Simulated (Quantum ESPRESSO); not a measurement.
# How the plane-wave cutoff moves the magnetism of Cobalt, part 2 of 2

Aim: see how far moments and order energies of Cobalt move with the plane-wave cutoff, and what each rung costs.

Quantum ESPRESSO 7.5; PBE; plane waves with GBRV 1.5 PBE potentials, no spin-orbit coupling (settings of the first rung).

So far, largest spin moment in the atom's sphere (μB): step 2 (rung 1, start ferro ++) 1.67; step 4 (rung 2, start ferro ++) 1.68; step 5 (rung 2, start antiferro +-) 0.626; step 6 (rung 3, start ferro ++) 1.77; step 7 (rung 3, start antiferro +-) 1.18.

### 8. Rung 4, start ferro ++

pw.in reads:

```
&CONTROL
  calculation = 'scf'
  prefix = 'pwscf'
  outdir = './tmp'
  pseudo_dir = './pseudo'
  disk_io = 'nowf'
  tprnfor = .true.
  tstress = .true.
/
&SYSTEM
  ibrav = 0
  celldm(1) = 8
  nat = 2
  ntyp = 1
  ecutwfc = 40
  ecutrho = 280
  nbnd = 26
  occupations = 'smearing'
  smearing = 'fd'
  degauss = 0.00734986
  nspin = 2
  starting_magnetization(1) = 0.1176
/
&ELECTRONS
  conv_thr = 4d-09
  electron_maxstep = 150
  mixing_beta = 0.3
/
ATOMIC_SPECIES
Co     58.9332 co_pbe_v1.2.uspp.F.UPF
CELL_PARAMETERS alat
   0.5922874106108    0.0000000000000    0.0000000000000
  -0.2961437053054    0.5129359439191    0.0000000000000
   0.0000000000000    0.0000000000000    0.9613745443268
ATOMIC_POSITIONS crystal
Co      0.3333333333    0.6666666667    0.2500000000
Co      0.6666666667    0.3333333333    0.7500000000
K_POINTS automatic
12 12 12 0 0 0
```

The run is started by

```console
$ OMP_NUM_THREADS=1 mpirun -n 2 pw.x -nk 2 -in pw.in > pw.out
```

The log of the run:

```text
     [... lines left out ...]
Program PWSCF v.7.5 starts
     [... lines left out ...]
     number of atoms/cell      =            2
     [... lines left out ...]
     number of electrons       =        34.00
     number of Kohn-Sham states=           26
     kinetic-energy cutoff     =      40.0000  Ry
     charge density cutoff     =     280.0000  Ry
     scf convergence threshold =      4.0E-09
     [... lines left out ...]
     24 Sym. Ops., with inversion, found (12 have fractional translation)
     [... lines left out ...]
     number of k points=   133  Fermi-Dirac smearing, width (Ry)=  0.0073
     [... lines left out ...]
     iteration # 11     ecut=    40.00 Ry     beta= 0.30
     [... lines left out ...]
     Magnetic moment per site  (integrated on atomic sphere of radius R)
     atom   1 (R=0.243)  charge= 15.6087  magn=  1.7669
     atom   2 (R=0.243)  charge= 15.6087  magn=  1.7669
     [... lines left out ...]
     the Fermi energy is    18.0389 ev
!    total energy              =    -596.97984566 Ry
     estimated scf accuracy    <          1.8E-09 Ry
     smearing contrib. (-TS)   =      -0.00451558 Ry
     [... lines left out ...]
     total magnetization       =     3.37 Bohr mag/cell
     absolute magnetization    =     3.73 Bohr mag/cell
     convergence has been achieved in  11 iterations
     [... lines left out ...]
     Total force =     0.000000     Total SCF correction =     0.000000
     [... lines left out ...]
          total   stress  (Ry/bohr**3)                   (kbar)     P=      -31.73
     [... lines left out ...]
```

It took 24 s on 2 MPI ranks of AMD EPYC 7R43, shared host; peak memory 0.23 GiB.

Numbers from this step:

```yaml
magnetization: 3.369 μB
final_state: ferromagnetic
largest_moment: 1.767 μB
```

### 9. Rung 4, start antiferro +-

pw.in: that of step 8 with these lines changed.

```diff
@@ -13,6 +13,6 @@
   nat = 2
-  ntyp = 1
+  ntyp = 2
   ecutwfc = 40
   ecutrho = 280
-  nbnd = 26
+  nbnd = 24
   occupations = 'smearing'
@@ -22,2 +22,3 @@
   starting_magnetization(1) = 0.1176
+  starting_magnetization(2) = -0.1176
 /
@@ -29,3 +30,4 @@
 ATOMIC_SPECIES
-Co     58.9332 co_pbe_v1.2.uspp.F.UPF
+Co1    58.9332 co_pbe_v1.2.uspp.F.UPF
+Co2    58.9332 co_pbe_v1.2.uspp.F.UPF
 CELL_PARAMETERS alat
@@ -35,4 +37,4 @@
 ATOMIC_POSITIONS crystal
-Co      0.3333333333    0.6666666667    0.2500000000
-Co      0.6666666667    0.3333333333    0.7500000000
+Co1     0.3333333333    0.6666666667    0.2500000000
+Co2     0.6666666667    0.3333333333    0.7500000000
 K_POINTS automatic
```

The log of the run:

```text
     [... lines left out ...]
Program PWSCF v.7.5 starts
     [... lines left out ...]
     number of atoms/cell      =            2
     [... lines left out ...]
     number of electrons       =        34.00
     number of Kohn-Sham states=           24
     kinetic-energy cutoff     =      40.0000  Ry
     charge density cutoff     =     280.0000  Ry
     scf convergence threshold =      4.0E-09
     [... lines left out ...]
     12 Sym. Ops. (no inversion) found ( 6 have fractional translation)
     [... lines left out ...]
     number of k points=   133  Fermi-Dirac smearing, width (Ry)=  0.0073
     [... lines left out ...]
     iteration # 18     ecut=    40.00 Ry     beta= 0.30
     [... lines left out ...]
     Magnetic moment per site  (integrated on atomic sphere of radius R)
     atom   1 (R=0.243)  charge= 15.6113  magn=  1.1715
     atom   2 (R=0.243)  charge= 15.6112  magn= -1.1732
     [... lines left out ...]
     the Fermi energy is    18.0228 ev
!    total energy              =    -596.94421862 Ry
     estimated scf accuracy    <          3.2E-09 Ry
     smearing contrib. (-TS)   =      -0.01156561 Ry
     [... lines left out ...]
     total magnetization       =    -0.00 Bohr mag/cell
     absolute magnetization    =     2.40 Bohr mag/cell
     convergence has been achieved in  18 iterations
     [... lines left out ...]
     Total force =     0.000000     Total SCF correction =     0.000000
     [... lines left out ...]
          total   stress  (Ry/bohr**3)                   (kbar)     P=      -80.99
     [... lines left out ...]
```

Wall time 35 s (2 MPI ranks); peak memory 0.23 GiB.

Read from the output:

| Item | Value |
| --- | --- |
| magnetization | 0 μB |
| final state | antiferromagnetic |
| largest moment | 1.173 μB |

### 10. Rung 5, start ferro ++

pw.in reads:

```
&CONTROL
  calculation = 'scf'
  prefix = 'pwscf'
  outdir = './tmp'
  pseudo_dir = './pseudo'
  disk_io = 'nowf'
  tprnfor = .true.
  tstress = .true.
/
&SYSTEM
  ibrav = 0
  celldm(1) = 8
  nat = 2
  ntyp = 1
  ecutwfc = 56
  ecutrho = 392
  nbnd = 26
  occupations = 'smearing'
  smearing = 'fd'
  degauss = 0.00734986
  nspin = 2
  starting_magnetization(1) = 0.1176
/
&ELECTRONS
  conv_thr = 4d-09
  electron_maxstep = 150
  mixing_beta = 0.3
/
ATOMIC_SPECIES
Co     58.9332 co_pbe_v1.2.uspp.F.UPF
CELL_PARAMETERS alat
   0.5922874106108    0.0000000000000    0.0000000000000
  -0.2961437053054    0.5129359439191    0.0000000000000
   0.0000000000000    0.0000000000000    0.9613745443268
ATOMIC_POSITIONS crystal
Co      0.3333333333    0.6666666667    0.2500000000
Co      0.6666666667    0.3333333333    0.7500000000
K_POINTS automatic
12 12 12 0 0 0
```

The log of the run:

```text
     [... lines left out ...]
Program PWSCF v.7.5 starts
     [... lines left out ...]
     number of atoms/cell      =            2
     [... lines left out ...]
     number of electrons       =        34.00
     number of Kohn-Sham states=           26
     kinetic-energy cutoff     =      56.0000  Ry
     charge density cutoff     =     392.0000  Ry
     scf convergence threshold =      4.0E-09
     [... lines left out ...]
     24 Sym. Ops., with inversion, found (12 have fractional translation)
     [... lines left out ...]
     number of k points=   133  Fermi-Dirac smearing, width (Ry)=  0.0073
     [... lines left out ...]
     iteration # 11     ecut=    56.00 Ry     beta= 0.30
     [... lines left out ...]
     Magnetic moment per site  (integrated on atomic sphere of radius R)
     atom   1 (R=0.243)  charge= 15.6096  magn=  1.7671
     atom   2 (R=0.243)  charge= 15.6096  magn=  1.7671
     [... lines left out ...]
     the Fermi energy is    18.0339 ev
!    total energy              =    -596.98239204 Ry
     estimated scf accuracy    <          2.8E-09 Ry
     smearing contrib. (-TS)   =      -0.00451634 Ry
     [... lines left out ...]
     total magnetization       =     3.37 Bohr mag/cell
     absolute magnetization    =     3.73 Bohr mag/cell
     convergence has been achieved in  11 iterations
     [... lines left out ...]
     Total force =     0.000000     Total SCF correction =     0.000000
     [... lines left out ...]
          total   stress  (Ry/bohr**3)                   (kbar)     P=      -31.98
     [... lines left out ...]
```

Elapsed: 52 s, on 2 MPI ranks; peak memory 0.31 GiB.

Numbers from this step:

```
magnetization  : 3.369 μB
final state    : ferromagnetic
largest moment : 1.767 μB
```

### 11. Rung 5, start antiferro +-

pw.in: that of step 10 with these lines changed.

```diff
@@ -13,6 +13,6 @@
   nat = 2
-  ntyp = 1
+  ntyp = 2
   ecutwfc = 56
   ecutrho = 392
-  nbnd = 26
+  nbnd = 24
   occupations = 'smearing'
@@ -22,2 +22,3 @@
   starting_magnetization(1) = 0.1176
+  starting_magnetization(2) = -0.1176
 /
@@ -29,3 +30,4 @@
 ATOMIC_SPECIES
-Co     58.9332 co_pbe_v1.2.uspp.F.UPF
+Co1    58.9332 co_pbe_v1.2.uspp.F.UPF
+Co2    58.9332 co_pbe_v1.2.uspp.F.UPF
 CELL_PARAMETERS alat
@@ -35,4 +37,4 @@
 ATOMIC_POSITIONS crystal
-Co      0.3333333333    0.6666666667    0.2500000000
-Co      0.6666666667    0.3333333333    0.7500000000
+Co1     0.3333333333    0.6666666667    0.2500000000
+Co2     0.6666666667    0.3333333333    0.7500000000
 K_POINTS automatic
```

The log of the run:

```text
     [... lines left out ...]
Program PWSCF v.7.5 starts
     [... lines left out ...]
     number of atoms/cell      =            2
     [... lines left out ...]
     number of electrons       =        34.00
     number of Kohn-Sham states=           24
     kinetic-energy cutoff     =      56.0000  Ry
     charge density cutoff     =     392.0000  Ry
     scf convergence threshold =      4.0E-09
     [... lines left out ...]
     12 Sym. Ops. (no inversion) found ( 6 have fractional translation)
     [... lines left out ...]
     number of k points=   133  Fermi-Dirac smearing, width (Ry)=  0.0073
     [... lines left out ...]
     iteration # 20     ecut=    56.00 Ry     beta= 0.30
     [... lines left out ...]
     Magnetic moment per site  (integrated on atomic sphere of radius R)
     atom   1 (R=0.243)  charge= 15.6123  magn=  1.1723
     atom   2 (R=0.243)  charge= 15.6122  magn= -1.1738
     [... lines left out ...]
     the Fermi energy is    18.0178 ev
!    total energy              =    -596.94674256 Ry
     estimated scf accuracy    <          3.5E-09 Ry
     smearing contrib. (-TS)   =      -0.01156565 Ry
     [... lines left out ...]
     total magnetization       =    -0.00 Bohr mag/cell
     absolute magnetization    =     2.41 Bohr mag/cell
     convergence has been achieved in  20 iterations
     [... lines left out ...]
     Total force =     0.000000     Total SCF correction =     0.000000
     [... lines left out ...]
          total   stress  (Ry/bohr**3)                   (kbar)     P=      -81.69
     [... lines left out ...]
```

Run time: 93 s. Hardware: 2 MPI ranks; peak memory 0.31 GiB.

Numbers from this step:

```yaml
magnetization: 0 μB
final_state: antiferromagnetic
largest_moment: 1.174 μB
```

### 12. The rungs together

Ladder, by row:

```
rung  cutoff (eV)  state from the first start  state from the second start  second less first (meV a seeded atom)  moment, first (μB)  moment, second (μB)  CPU time (s)
   1          245               ferromagnetic            antiferromagnetic                                    114               1.674                0.894         80.85
   2          327               ferromagnetic            antiferromagnetic                                  180.6                1.68               0.6262         99.01
   3          435               ferromagnetic            antiferromagnetic                                  243.2               1.766                1.183           165
   4          544               ferromagnetic            antiferromagnetic                                  242.4               1.767                1.173         116.1
   5          762               ferromagnetic            antiferromagnetic                                  242.5               1.767                1.174         288.5
```

### 13. Summary of results

```yaml
range_of_the_largest_moment_first_start: 1.67 to 1.77 μB; second start 0.626 to 1.18 μB
range_of_cpu_time: 81 s to 4.8 min
range_of_the_energy_difference: 114 to 243 meV a seeded atom
first_rung_that_agrees_with_the_last_margins_below: 3
```

In words: From rung 3 on the states are those of the last rung, the moments stay within 0.05 μB of it and the difference within 12 meV; rung 3 took 57 % of its CPU time. Energies are free energies at an electronic temperature of 1160 K, which lowers moments and differences where the moments are itinerant.

[Long decimals in the printed logs are rounded to 6 places.]

[Logs and program files are shortened in this print: banners, set-up blocks, solver, clock and traceback lines can be left out without a mark of their own.]

[Logs are printed without paths, hosts, clocks, repeated set-up lines and the standing remarks that a program may print on its own settings, such as how far it seeks lower states.]

[Hosts, paths, dates, database ids (printed as entryN), source tags and the programs' standing remarks are cut or masked in the printed files.]

[Where the starting crystal was built by hand or by swapping elements, it need not be the compound's stable phase.]

[Where a cell is said to come from a database of computed structures, the database is the Materials Project.]

[Lattice constants that a cell's source calls measured were typed from memory.]
